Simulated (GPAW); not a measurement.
**How the form of the self-energy moves the gap of Bi2SO2 (Pnnm)**

How much does the gap of Bi2SO2 (Pnnm) depend on the approximation to the self-energy?

Method: LDA and many-body steps on it, plane waves, in GPAW 26.7.0.

This is a report of a sequence of runs, with most program output left out.

## Step 1: The starting structure

It takes space group Pnnm (No. 58, orthorhombic). Conventional cell: a = 3.877 Å, b = 11.964 Å, c = 3.843 Å, α = 90.00°, β = 90.00°, γ = 90.00°. Nearest to Bi lie 4 O at 2.24 to 2.38 Å and 2 S at 3.05 Å. Nearest to S lie 4 Bi at 3.05 Å. Nearest to O lie 4 Bi at 2.24 to 2.38 Å. Farther neighbours and most contacts between anions are not listed.

Structure file:

```
Bi S O
1.0
     3.87730    0.00000    0.00000
     0.00000   11.96369    0.00000
     0.00000    0.00000    3.84260
Bi S O
4 2 4
Direct
  0.41934 0.85612 0.50000
  0.58066 0.14388 0.50000
  0.91934 0.64388 0.00000
  0.08066 0.35612 0.00000
  0.00000 0.00000 0.00000
  0.50000 0.50000 0.50000
  0.44100 0.74911 0.00000
  0.55900 0.25089 0.00000
  0.94100 0.75089 0.50000
  0.05900 0.24911 0.50000
```

The cell and positions are those that the Materials Project relaxed with its own functionals (PBE, PBE+U or r2SCAN), kept fixed. Spin-orbit coupling is left out unless a step names it.

## Step 2: Empty states on the mesh, 4×1×4 mesh, 609 bands

This step: GPAW 26.7.0; DFT, LDA, plane waves, PAW.

The sums over transitions need many empty states on a uniform mesh; this step solves for them.

Input file run.py:

```python
import json
import numpy as np
from gpaw.mpi import world
from gpaw import GPAW

calc = GPAW('gs.gpw').fixed_density(kpts={'size': (4, 1, 4), 'gamma': True},
    parallel={'domain': 1, 'band': 1},
    txt='nscf.txt')
calc.diagonalize_full_hamiltonian(nbands=609)
calc.write('full.gpw', mode='all')
res = {}
kpts = calc.get_ibz_k_points()
res['kpts'] = kpts
res['eigenvalues'] = [calc.get_eigenvalues(kpt=k) for k in range(len(kpts))]
res['n_electrons'] = calc.get_number_of_electrons()

if world.rank == 0:
    with open('result.json', 'w') as f:
        json.dump(res, f, default=lambda x: x.tolist())
```

On the command line:

```console
$ mpirun -n 4 gpaw python run.py
```

It took 5.2 min on 4 MPI ranks of AMD EPYC 9R14 (Zen 4), shared host; peak memory 12 GiB; 21 min of CPU time.

This step gave:

```yaml
gap: 0.7403 eV
k_of_the_valence_top: 0.5, 0, 0
k_of_the_conduction_bottom: 0, 0, 0
least_direct_gap: 1.074 eV
k_points_computed: 9
lowest_point_of_the_top_converged_band_above_the_valence_top: 113.5112 eV
```

On this mesh the gap is 0.740 eV.

## Step 3: G0W0, Godby-Needs plasmon pole

G0W0 replaces the xc potential by the self-energy, built once from these orbitals. Only a window of levels is corrected, while the sums run over the empty bands that the input names.

This step: G0W0 on LDA, plane waves, PAW.

Input file run.py:

```python
import json
import numpy as np
from gpaw.mpi import world
from gpaw.response.g0w0 import G0W0

gw = G0W0('full.gpw',
    filename='gw',
    kpts=[0, 6],
    bands=(46, 50),
    ecut=78,
    nbands=278,
    integrate_gamma='WS',
    ppa=True)
gw.calculate()
res = {mode: {k: v for k, v in r.items() if k != 'sigma_eskwn'}
       for mode, r in gw.all_results.items()}

if world.rank == 0:
    with open('result.json', 'w') as f:
        json.dump(res, f, default=lambda x: x.tolist())
```

On the command line:

```console
$ mpirun -n 4 gpaw python run.py
```

Elapsed: 2.6 min, on 4 MPI ranks; peak memory 2.8 GiB; 10 min of CPU time.

This step gave:

- G0W0 gap on the points computed: 1.121 eV
- least direct G0W0 gap on the computed points: 1.804 eV
- Z at the valence top: 0.7800
- Z at the conduction bottom: 0.8152
- starting gap on the mesh: 0.7403 eV
- k of the valence top: 0.5, 0, 0
- k of the conduction bottom: 0, 0, 0

The gap on the mesh goes from 0.74 eV to 1.12 eV, a correction of +0.38 eV.

## Step 4: One-shot HSE06

This step: one-shot HSE06 levels on LDA orbitals, plane waves, PAW.

Input file run.py:

```python
import json
import numpy as np
from gpaw.mpi import world
from gpaw.hybrids.eigenvalues import non_self_consistent_eigenvalues

dft, vxc, vxc_hyb = non_self_consistent_eigenvalues('full.gpw', 'HSE06', 46, 50, kpt_indices=[0, 6])
res = {'dft': dft[0], 'hybrid': (dft - vxc + vxc_hyb)[0]}
if world.rank == 0:
    with open('hybrid.txt', 'w') as f:
        for k, e0, e1 in zip([0, 6], res['dft'], res['hybrid']):
            print(k, ' '.join(f'{x:9.4f}' for x in e0), '|', ' '.join(f'{x:9.4f}' for x in e1), file=f)

if world.rank == 0:
    with open('result.json', 'w') as f:
        json.dump(res, f, default=lambda x: x.tolist())
```

On the command line:

```console
$ mpirun -n 4 gpaw python run.py
```

Wall time 7.2 s (4 MPI ranks); peak memory 1.8 GiB; 27 s of CPU time.

This step gave:

| Property | Result |
| --- | --- |
| starting gap on the mesh | 0.7403 eV |
| hybrid gap on the mesh | 1.661 eV |
| least direct hybrid gap on the computed points | 2.061 eV |

## Step 5: G0W0, extrapolated in the cutoff

This step: G0W0 on LDA, plane waves, PAW.

Input file run.py:

```python
import json
import numpy as np
from gpaw.mpi import world
from gpaw.response.g0w0 import G0W0

gw = G0W0('full.gpw',
    filename='gw',
    kpts=[0, 6],
    bands=(46, 50),
    ecut=130.0,
    integrate_gamma='WS',
    ppa=True,
    ecut_extrapolation=True)
gw.calculate()
res = {mode: {k: v for k, v in r.items() if k != 'sigma_eskwn'}
       for mode, r in gw.all_results.items()}

if world.rank == 0:
    with open('result.json', 'w') as f:
        json.dump(res, f, default=lambda x: x.tolist())
```

On the command line:

```console
$ mpirun -n 4 gpaw python run.py
```

Run time: 15 min. Hardware: 4 MPI ranks; peak memory 4.2 GiB; 62 min of CPU time.

This step gave:

* quasiparticle gap on the points computed: 1.396 eV
* least direct quasiparticle gap on the computed points: 2.028 eV
* Z at the valence top: 0.7725
* Z at the conduction bottom: 0.8095
* starting gap on the mesh: 0.7403 eV
* k of the valence top: 0.5, 0, 0
* k of the conduction bottom: 0, 0, 0
* gaps at the cutoffs of the extrapolation: 1.213, 1.231, 1.250 eV

Against G0W0 in GPAW (4×1×4 mesh, 278 bands, screening to 78 eV, Godby-Needs plasmon pole), the gap moves by +0.274 eV.

## Step 6: One-shot Hartree-Fock

This step: one-shot Hartree-Fock levels on LDA orbitals, plane waves, PAW.

Input file run.py:

```python
import json
import numpy as np
from gpaw.mpi import world
from gpaw.hybrids.eigenvalues import non_self_consistent_eigenvalues

dft, vxc, vxc_hyb = non_self_consistent_eigenvalues('full.gpw', 'EXX', 46, 50, kpt_indices=[0, 6])
res = {'dft': dft[0], 'hybrid': (dft - vxc + vxc_hyb)[0]}
if world.rank == 0:
    with open('hybrid.txt', 'w') as f:
        for k, e0, e1 in zip([0, 6], res['dft'], res['hybrid']):
            print(k, ' '.join(f'{x:9.4f}' for x in e0), '|', ' '.join(f'{x:9.4f}' for x in e1), file=f)

if world.rank == 0:
    with open('result.json', 'w') as f:
        json.dump(res, f, default=lambda x: x.tolist())
```

On the command line:

```console
$ mpirun -n 4 gpaw python run.py
```

Run time: 7.4 s. Hardware: 4 MPI ranks; peak memory 1.7 GiB.

Numbers from this step:

| Quantity | Value |
| --- | --- |
| starting gap on the mesh | 0.7403 eV |
| hybrid gap on the mesh | 6.533 eV |
| least direct hybrid gap on the computed points | 7.136 eV |

## Step 7: G0W0, full frequency, Hilbert transform

This step: G0W0 on LDA, plane waves, PAW.

Input file run.py:

```python
import json
import numpy as np
from gpaw.mpi import world
from gpaw.response.g0w0 import G0W0

gw = G0W0('full.gpw',
    filename='gw',
    kpts=[0, 6],
    bands=(46, 50),
    ecut=78,
    nbands=278,
    integrate_gamma='WS',
    frequencies={'type': 'nonlinear', 'domega0': 0.1, 'omega2': 15.0},
    eta=0.1,
    nblocksmax=True)
gw.calculate()
res = {mode: {k: v for k, v in r.items() if k != 'sigma_eskwn'}
       for mode, r in gw.all_results.items()}

if world.rank == 0:
    with open('result.json', 'w') as f:
        json.dump(res, f, default=lambda x: x.tolist())
```

On the command line:

```console
$ mpirun -n 4 gpaw python run.py
```

Run time: 4.4 min. Hardware: 4 MPI ranks; peak memory 3.1 GiB; 18 min of CPU time.

Numbers from this step:

| Item | Value |
| --- | --- |
| G0W0 gap on the points computed | 1.130 eV |
| least direct G0W0 gap on the computed points | 1.758 eV |
| starting gap on the mesh | 0.7403 eV |
| k of the valence top | 0.5, 0, 0 |
| k of the conduction bottom | 0, 0, 0 |

Against G0W0 in GPAW (4×1×4 mesh, 278 bands, screening to 78 eV, Godby-Needs plasmon pole), the gap moves by +0.009 eV.

## Step 8: The runs together

Times are wall times on 4 MPI ranks of AMD EPYC 9R14 (Zen 4), shared host, good to a factor of about two.

| run | mesh | bands | screening cutoff (eV) | DFT gap (eV) | gap on the mesh (eV) | direct (eV) | time |
| --- | --- | --- | --- | --- | --- | --- | --- |
| G0W0, Godby-Needs plasmon pole | 4×1×4 | 278 | 78 | 0.740 | 1.121 | 1.804 | 2.6 min |
| one-shot HSE06 | 4×1×4 | - | - | 0.740 | 1.661 | 2.061 | 7.2 s |
| G0W0, extrapolated in the cutoff | 4×1×4 | - | 130 | 0.740 | 1.396 | 2.028 | 15 min |
| one-shot Hartree-Fock | 4×1×4 | - | - | 0.740 | 6.533 | 7.136 | 7.4 s |
| G0W0, full frequency, Hilbert transform | 4×1×4 | 278 | 78 | 0.740 | 1.130 | 1.758 | 4.4 min |

## Step 9: Outcome

* G0W0, Godby-Needs plasmon pole: 1.121 eV
* one-shot HSE06: 1.661 eV
* G0W0, extrapolated in the cutoff: 1.396 eV
* one-shot Hartree-Fock: 6.533 eV
* G0W0, full frequency, Hilbert transform: 1.130 eV
* known limits: not at the basis limit; no spin-orbit coupling; coarse k mesh

**Reading.** One-shot HSE06: +0.540 eV against G0W0, Godby-Needs plasmon pole. G0W0, extrapolated in the cutoff: +0.274 eV against G0W0, Godby-Needs plasmon pole, at other bands or cutoff, so not like for like. One-shot Hartree-Fock: +5.412 eV against G0W0, Godby-Needs plasmon pole. G0W0, full frequency, Hilbert transform: +0.009 eV against G0W0, Godby-Needs plasmon pole. Bare exchange alone opens the gap to 6.53 eV; against G0W0, correlation takes back 5.41 eV. One-shot hybrid levels are evaluated on the LDA orbitals. Bands and cutoff are finite, so the gap is not at the basis limit. The miss can reach some tenths of an eV and take either sign; the mesh is an error of its own. These stock PAW sets were not made for GW. In the G0W0 runs levels were corrected at 2 k points alone, so a gap called «on the mesh» is the least over those, and an edge elsewhere would be missed. The program warns of a poor linear fit in the extrapolation of some level, so the extrapolated values are rough. The 4×1×4 mesh is coarse for this cell, which bears on the long-range parts of exchange and screening. Where an edge is built on 6p states of lead, bismuth or thallium, scalar-relativistic gaps usually stand too wide, by a few tenths to over one eV. The many-body steps are scalar-relativistic: spin-orbit coupling is not in them.

[Paths, hosts, dates, memory and timing lines, banners, echoed tables and standing remarks are left out of the program output.]

[Logs are printed without paths, hosts, clocks, repeated set-up lines and the standing remarks that a program may print on its own settings, such as how far it seeks lower states.]

[Runs of the session that timed out or met a known fault of the program may be left out.]

[Hosts, paths, dates, database ids (printed as entryN), source tags and the programs' standing remarks are cut or masked in the printed files.]
